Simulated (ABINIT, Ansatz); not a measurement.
# RbCaH3 (Pm-3m): third-order response, part 3 of 3

Wanted: vibrational spectra of RbCaH3 (Pm-3m) from linear and non-linear response.

ABINIT 10.8.3; DFT LDA, scalar-relativistic, plane waves, PseudoDojo norm-conserving pseudopotentials.

So far, mean static dielectric tensor (ions relaxed, fixed cell): step 7 (modes with the sum rule) 11.8.

## (8) A second program

The same cell, potentials and cutoff go through another code, on another k mesh. Its k mesh is centred on Γ.

This step: DFT LDA, scalar-relativistic, plane waves, PseudoDojo norm-conserving pseudopotentials (Ansatz 0.2.0).

Input file input.yaml:

```yaml
crystal:
  lattice:
    - [4.3972400531, 0.0, 0.0]
    - [0.0, 4.3972400531, 0.0]
    - [0.0, 0.0, 4.3972400531]
  atoms:
    - { symbol: Rb, position: [0.0, 0.0, 0.0] }
    - { symbol: Ca, position: [0.5, 0.5, 0.5] }
    - { symbol: H, position: [0.0, 0.5, 0.5] }
    - { symbol: H, position: [0.5, 0.0, 0.5] }
    - { symbol: H, position: [0.5, 0.5, 0.0] }
kpoints:
  mp_grid: { grid: [4, 4, 4] }
hamiltonian:
  xc: lda
  pseudopotentials: { kind: nc, accuracy: standard }
scf:
  occupations: { method: fixed }
output:
  eigenvalues: true
basis:
  ecutwfc: 843.553
phonons:
  method: dfpt
  dielectric: true
  rigid_motions: translations
  raman: true
```

Command:

```bash
> ansatz run input.yaml --threads 4 --pin off --max-ram 8192MiB --backend cpu --events-out ev --progress --plain --runs-dir out
```

Log:

```text
Warning: basis.ecutwfc = 843.553 eV is below the records' recommended 1006.821291 eV, and the density's cutoff is lower with it unless basis.ecutrho_ratio is high enough to keep the records' density cutoff: compare with a run at a higher cutoff
Engine: ansatz 0.2.0, aarch64-unknown-linux-gnu
Pseudopotentials: kind: nc
Pseudopotential: Rb, nc, valence charge 9, recommended cutoff 571.439111 eV (normal), Rb.nc.azcp (PseudoDojo's, or run here from an input of PseudoDojo's; its table is named by hamiltonian.pseudopotentials.accuracy)
Pseudopotential: Ca, nc, valence charge 10, recommended cutoff 979.609905 eV (normal), Ca.nc.azcp (PseudoDojo's, or run here from an input of PseudoDojo's; its table is named by hamiltonian.pseudopotentials.accuracy)
Pseudopotential: H, nc, valence charge 1, recommended cutoff 1006.821291 eV (normal), H.nc.azcp (PseudoDojo's, or run here from an input of PseudoDojo's; its table is named by hamiltonian.pseudopotentials.accuracy)
Functional definition: SPW92
  exchange = slater_x
  correlation = pw_c
Crystal: 5 atoms, lattice volume = 85.024 Å³
Basis set: ecut = 843.553 eV, 4729 PW (Γ), exchange–correlation on 90×90×90 points (8 copies of the dense FFT grid, shifted against one another)
Bands: 16, of which v1, the nominal top of the filled ones, is band 11 counted from 1 (10 counted from 0)
Symmetry: 48 space group operations
k-points: 30 of 64 (irreducible under 2 space group operations, time reversal used)
Non-local potential: Rb, projectors of the file, l = 0: 2, l = 1: 2, l = 2: 2
Non-local potential: Ca, projectors of the file, l = 0: 2, l = 1: 2, l = 2: 2
Non-local potential: H, projectors of the file, l = 0: 2, l = 1: 1
Initial density: superposition of atomic densities (chi_scale 0.1, normalization cell, long waves kept (reshape's long-wave potential 0.00 eV rms))
Initial wavefunctions: pseudopotential atomic-orbital guess
Functional: x = slater, c = lda
SCF iter   1: F=—  HF=-1840.137458 eV  |F-HF|=—  |Δ(HF+E_count)|=         —  Δρ=5.44e-2  dr2=3.00e0  ethr=3.10e-3  ⟨swp⟩=6.5  Hψ=2782  notcnv=0  defer=73
preconditioner: auto → Resta (q_TF=auto, 2.178 Å⁻¹)  ε∞=2.8  [insulator: Δε(μ)=3.866 eV  Ē_g=10.273 eV  n_scr=18 (ndim 8)  ℏωp=14.0 eV  f_vac=0.000  ε∞_Penn≈2.8]
SCF iter   2: F=—  HF=-1839.243076 eV  |F-HF|=—  |Δ(HF+E_count)|=   8.94e-1  Δρ=2.26e-2  dr2=6.45e-1  ethr=3.10e-3  ⟨swp⟩=2.2  Hψ=902  notcnv=0  defer=78
SCF iter   3: F=—  HF=-1839.012571 eV  |F-HF|=—  |Δ(HF+E_count)|=   2.31e-1  Δρ=3.86e-3  dr2=1.10e-2  ethr=2.93e-3  ⟨swp⟩=2.9  Hψ=955  notcnv=0  defer=69
SCF iter   4: F=—  HF=-1839.012066 eV  |F-HF|=—  |Δ(HF+E_count)|=   5.05e-4  Δρ=7.46e-4  dr2=5.52e-4  ethr=4.99e-5  ⟨swp⟩=3.8  Hψ=943  notcnv=0  defer=82
SCF iter   5: F=—  HF=-1839.011936 eV  |F-HF|=—  |Δ(HF+E_count)|=   1.29e-4  Δρ=1.68e-4  dr2=1.91e-5  ethr=2.51e-6  ⟨swp⟩=3.4  Hψ=944  notcnv=0  defer=81
SCF iter   6: F=—  HF=-1839.011938 eV  |F-HF|=—  |Δ(HF+E_count)|=   1.73e-6  Δρ=3.47e-5  dr2=7.94e-7  ethr=8.67e-8  ⟨swp⟩=2.9  Hψ=790  notcnv=0  defer=77
SCF iter   7: F=—  HF=-1839.011907 eV  |F-HF|=—  |Δ(HF+E_count)|=   3.06e-5  Δρ=5.31e-6  dr2=1.69e-8  ethr=3.61e-9  ⟨swp⟩=2.2  Hψ=683  notcnv=0  defer=75
SCF iter   8: F=—  HF=-1839.011907 eV  |F-HF|=—  |Δ(HF+E_count)|=   1.19e-8  Δρ=6.91e-7  dr2=2.59e-10  ethr=7.70e-11  ⟨swp⟩=2.1  Hψ=702  notcnv=0  defer=75
SCF iter   9: F=-1839.011907 eV  HF=-1839.011907 eV  |F-HF|=1.14e-12  |Δ(HF+E_count)|=  3.27e-10  Δρ=7.23e-8  dr2=2.72e-12  ethr=1.00e-12  ⟨swp⟩=19.2  Hψ=5048  notcnv=0
SCF 1 converged in 9 iterations: F = -1839.011907 eV  dr2 = 2.72e-12
DFPT response loops at Γ: preconditioner auto → none (the input reference at scf.mixing.eps_inf says where Resta's filter doesn't serve); β = 0.50; Broyden in place of MSR1
── the response to a field inside a basis, on 8×8×8 k-points: an SCF that follows is theirs, and a resumed run solves both again ──
Bands: 12, of which v1, the nominal top of the filled ones, is band 11 counted from 1 (10 counted from 0)
k-points: 20 of 512
Initial density: handed on by an earlier stage of this run
Initial wavefunctions: pseudopotential atomic-orbital guess (no wavefunctions were taken with the density)
Eigensolver: Dense (20 Hₖ)
SCF iter   1: F=—  HF=-1839.010167 eV  |F-HF|=—  |Δ(HF+E_count)|=         —  Δρ=1.80e-4  dr2=5.37e-6  ethr=1.00e-1
preconditioner: auto → Resta (q_TF=auto, 2.178 Å⁻¹)  ε∞=3.3  [insulator: Δε(μ)=3.049 eV  Ē_g=9.266 eV  n_scr=18 (ndim 8)  ℏωp=14.0 eV  f_vac=0.000  ε∞_Penn≈3.3]
SCF iter   2: F=—  HF=-1839.010168 eV  |F-HF|=—  |Δ(HF+E_count)|=   1.26e-6  Δρ=9.21e-5  dr2=1.43e-6  ethr=2.44e-8
SCF iter   3: F=—  HF=-1839.010169 eV  |F-HF|=—  |Δ(HF+E_count)|=   6.37e-7  Δρ=4.57e-6  dr2=1.41e-8  ethr=6.48e-9
SCF iter   4: F=-1839.010169 eV  HF=-1839.010169 eV  |F-HF|=7.23e-11  |Δ(HF+E_count)|=   3.12e-9  Δρ=4.94e-7  dr2=9.00e-11  ethr=6.42e-11
SCF 1 converged in 4 iterations: F = -1839.010169 eV  dr2 = 9.00e-11
DFPT response loops at Γ: mixed as the last ones told, above
DFPT response loops at Γ: mixed as the last ones told, above
WARN: field response: ε∞ stands inside a basis, on 8×8×8 points; the force constants stand on the 4×4×4 k-mesh, whose period is 13.37 times the interband length at k = (0.0000, -0.5000, -0.5000), direct gap 2.829 eV, under 14: take them and everything formed from them as unconverged, and compare with a denser kpoints.mp_grid
SCF converged after 9 iterations
Free energy (F): -1839.011907 eV
Harris-Foulkes:  -1839.011907 eV  (|F-HF|=1.14e-12)
Internal energy: -1839.011907 eV  (E = F + TS)
E sigma→0 (E₀):  -1839.011907 eV
Fermi energy:    2.660741 eV
--- Per-component energies (eV) ---
  E_band       = -244.375299
  E_kinetic    = 603.789056
  E_local      = -1301.365044  (includes V_loc(G=0)·N_el)
  E_nonlocal   = 46.184191
  E_hartree    = 387.513948
  E_xc         = -417.333399
  E_vxc        = -368.011418  (∫ρ·V_xc dr)
  E_ewald      = -1157.800659
  E_smearing   = -0.000000  (= −TS)
  E_closure    = 0.000000  (closes the sum)
  Σ components = -1839.011907   (vs F -1839.011907, Δ=0.00e0)
--- Band table (eV; the first three rows and the last of 30) ---
  k-point 0: bands = [... 7 lower, -6.6168, -0.4286, 2.0585, 2.0585, 8.6898, 8.6898, 8.6898, 10.0576, ... 1 higher]
  k-point 1: bands = [... 7 lower, -6.6086, 0.1304, 2.1302, 2.1954, 8.4094, 8.4094, 8.8547, 8.8632, ... 1 higher]
  k-point 2: bands = [... 7 lower, -6.6003, 1.0312, 1.8035, 2.3479, 8.1926, 8.1926, 8.2719, 8.9276, ... 1 higher]
  k-point 29: bands = [... 7 lower, -6.7917, 2.3609, 2.3609, 2.3609, 6.9494, 6.9494, 6.9494, 8.5817, ... 1 higher]
--- Phonons (Γ-DFPT): 4 representative perturbations + reference, on 30 of 64 k-points (Σ response iterations 13) ---
  k mesh reduced under 2 symmetry operations, with k and −k counted as one. Each operation leaves every solved perturbation unchanged. A smaller set is not considered because the run solves the response to a homogeneous field
  ASR residual: 1.656e-4 → 0.000e0 eV/Å²; symmetrization residual: 5.235e-7 eV/Å²
  ASR residual per site (eV/Å²): 2.31e-6 1.66e-4 9.17e-6 9.17e-6 9.17e-6
  Γ frequencies (cm⁻¹): 0.00 0.00 0.00 108.25 108.25 108.25 347.75 347.75 347.75 404.48 404.48 404.48 1206.22 1206.22 1206.22
  ε∞ (high-frequency dielectric tensor):
        3.454765    -0.000000     0.000000
       -0.000000     3.454765     0.000000
        0.000000     0.000000     3.454765
  ε⁰ (static dielectric tensor: ions relaxed, cell fixed):
       11.932610     0.000000     0.000000
        0.000000    11.932610    -0.000000
        0.000000    -0.000000    11.932610
  ε⁰ − ε∞ (ionic part):
        8.477845     0.000000     0.000000
        0.000000     8.477845    -0.000000
        0.000000    -0.000000     8.477845
  softest optical mode at Γ: 108.25 cm⁻¹; the repairs (sum rule, projections) moved no ω² at Γ by more than (2.14 cm⁻¹)²
  Born effective charges Z* (e; rows j = field, columns β = displacement):
    site 0:
         1.08842    0.00000   -0.00000
         0.00000    1.08842    0.00000
         0.00000    0.00000    1.08842
    site 1:
         1.73797   -0.00000   -0.00000
        -0.00000    1.73797    0.00000
         0.00000    0.00000    1.73797
    site 2:
        -1.06910   -0.00000   -0.00000
        -0.00000   -0.87864    0.00000
         0.00000    0.00000   -0.87864
    site 3:
        -0.87864    0.00000    0.00000
         0.00000   -1.06910    0.00000
         0.00000    0.00000   -0.87864
    site 4:
        -0.87864   -0.00000   -0.00000
         0.00000   -0.87864    0.00000
         0.00000    0.00000   -1.06910
  Z* charge neutrality: 3.847e-5 e pre-enforcement
  solved inside a basis spanned on kpoints, on 8×8×8 k-points: ε∞ is read to err by 7.8e-3, Z* by 1.0e-2 e (field_mesh: kpoints solves on kpoints); Z* is corrected for what the basis lacks
  Raman tensors (in the event stream and the table raman_tensors.tsv): an entry may err by 3.2e-3 Å², one of the second-order susceptibility by 4.0e-19 pm/V (basis, points and sum rule); their sum over the sites missed zero by 3.081e-20 Å² ahead of its enforcement
  optical modes at Γ without the LO–TO term, one row a degenerate level:
      ω (cm⁻¹)  modes    IR ((D/Å)²/amu)  static Raman (Å⁴/amu)  depolarisation
        108.25      3             2.9256                 0.0000               —
        347.75      3             0.0000                 0.0000               —
        404.48      3           117.0806                 0.0000               —
       1206.22      3            70.6676                 0.0000               —
  optical modes at Γ + LO–TO along q̂ = [1.0000, 0.0000, 0.0000]:
      ω (cm⁻¹)  modes    IR ((D/Å)²/amu)  static Raman (Å⁴/amu)  depolarisation
        108.25      2             1.9504                 0.0000               —
        118.61      1             0.1063                 0.0000               —
        347.75      3             0.0000                 0.0000               —
        404.48      2            78.0537                 0.0000               —
        640.98      1            28.4755                 0.0000               —
       1206.22      2            47.1118                 0.0000               —
       1291.07      1            34.9761                 0.0000               —
  optical modes at Γ + LO–TO along q̂ = [0.0000, 1.0000, 0.0000]:
      ω (cm⁻¹)  modes    IR ((D/Å)²/amu)  static Raman (Å⁴/amu)  depolarisation
        108.25      2             1.9504                 0.0000               —
        118.61      1             0.1063                 0.0000               —
        347.75      3             0.0000                 0.0000               —
        404.48      2            78.0537                 0.0000               —
        640.98      1            28.4755                 0.0000               —
       1206.22      2            47.1118                 0.0000               —
       1291.07      1            34.9761                 0.0000               —
  optical modes at Γ + LO–TO along q̂ = [0.0000, 0.0000, 1.0000]:
      ω (cm⁻¹)  modes    IR ((D/Å)²/amu)  static Raman (Å⁴/amu)  depolarisation
        108.25      2             1.9504                 0.0000               —
        118.61      1             0.1063                 0.0000               —
        347.75      3             0.0000                 0.0000               —
        404.48      2            78.0537                 0.0000               —
        640.98      1            28.4755                 0.0000               —
       1206.22      2            47.1118                 0.0000               —
       1291.07      1            34.9761                 0.0000               —
```

It took 95 s on 4 threads of Arm Neoverse V1, shared host; peak memory 1.3 GiB.

This step gave:

| Quantity | Value |
| --- | --- |
| sum-rule residual before enforcement | 1.66e-4 eV/Å² |
| miss of the charge sum rule | 3.85e-5 e |
| estimated error of the dielectric tensor | 0.007814 |
| estimated error of the Born charges | 0.01045 e |
| lowest optical zone-centre mode | 108.2 cm⁻¹ |
| mean high-frequency dielectric constant | 3.455 |
| largest Born charge in size (third of the trace) | 1.738 e |
| mean static dielectric constant | 11.93 |

Transverse modes. Lines of the infrared spectrum (strongest = 100):

| position (cm⁻¹) | label | IR intensity ((D/Å)²/amu), degenerate modes summed, relative |
| --- | --- | --- |
| 108 | T1u | 2.5 |
| 348 | T2u | 0.0 |
| 404 | T1u | 100 |
| 1206 | T1u | 60 |

The log warns that the force constants on this k mesh are to be taken as unconverged.

## (9) The two compared: ABINIT PseudoDojo and Ansatz, PseudoDojo

Numbers from this step:

```
root-mean-square difference : 1.99 cm⁻¹
largest difference          : 2.99 cm⁻¹
```

The 12 of 12 modes that differ most. Frequencies side by side:

| q (reciprocal lattice) | mode | ABINIT PseudoDojo (cm⁻¹) | Ansatz, PseudoDojo (cm⁻¹) |
| --- | --- | --- | --- |
| 0 0 0 | 4 | 108.3 | 108.2 |
| 0 0 0 | 5 | 108.3 | 108.2 |
| 0 0 0 | 6 | 108.3 | 108.2 |
| 0 0 0 | 7 | 350.7 | 347.8 |
| 0 0 0 | 8 | 350.7 | 347.8 |
| 0 0 0 | 9 | 350.7 | 347.8 |
| 0 0 0 | 10 | 407.1 | 404.5 |
| 0 0 0 | 11 | 407.1 | 404.5 |
| 0 0 0 | 12 | 407.1 | 404.5 |
| 0 0 0 | 13 | 1206 | 1206 |
| 0 0 0 | 14 | 1206 | 1206 |
| 0 0 0 | 15 | 1206 | 1206 |

The two runs side by side. Further quantities:

| quantity | ABINIT PseudoDojo | Ansatz, PseudoDojo |
| --- | --- | --- |
| mean ε∞ | 3.457 | 3.455 |
| largest Born charge in size (e; the first before, the second after the charge sum rule) | 1.737 | 1.738 |
| summed IR intensity ((D/Å)²/amu) | 190.4 | 190.7 |
| summed Raman activity (Å⁴/amu) | 0 | 0 |

At the zone centre the largest difference (acoustic modes at Γ apart) is 0.2 % of the highest mode.

## (10) Results

* space group after relaxation: Pm-3m
* volume per atom: 17.0 Å³
* highest optical zone-centre mode (no LO-TO term): 1206 cm⁻¹
* lowest optical zone-centre mode: 108.3 cm⁻¹
* highest mode moved by the LO-TO term: 1291 cm⁻¹
* mean high-frequency dielectric constant: 3.46
* largest Born charge in size (third of the trace): 1.74 e
* mean static dielectric constant: 11.8
* imaginary optical modes at the zone centre (no q mesh in this session): none
* largest difference from Ansatz, PseudoDojo: 2.99 cm⁻¹

**Reading.** No mode is Raman active in this structure; the strongest infrared line lies at 407 cm⁻¹. At the LDA level the optical modes of RbCaH3 (Pm-3m) at the zone centre (no LO-TO term) run from 108 to 1206 cm⁻¹. Along the directions run, the highest mode that the macroscopic field moves lies at 1291 cm⁻¹. Lattice motion raises the mean dielectric constant from 3.457 to 11.82. ABINIT PseudoDojo and Ansatz, PseudoDojo differ by 2.0 cm⁻¹ in the root mean square and by 3.0 cm⁻¹ at most, 0.2 % of the highest mode compared (acoustic modes at Γ left out). These are harmonic frequencies at zero temperature: anharmonic shifts and linewidths and thermal expansion are left out. Ansatz warns that the cutoff lies 16 % under the one recommended for these files; agreement at one cutoff is not convergence. Ansatz's log warns that force constants on this k mesh are to be taken as unconverged. The relaxed cell is 10 % smaller in volume than the measured one, and all results belong to that cell.

[Host names and launcher messages were left out of these logs when they were recorded.]

[Logs are printed without paths, hosts, clocks, repeated set-up lines and the standing remarks that a program may print on its own settings, such as how far it seeks lower states.]

[Hosts, paths, dates, database ids (printed as entryN), source tags and the programs' standing remarks are cut or masked in the printed files.]
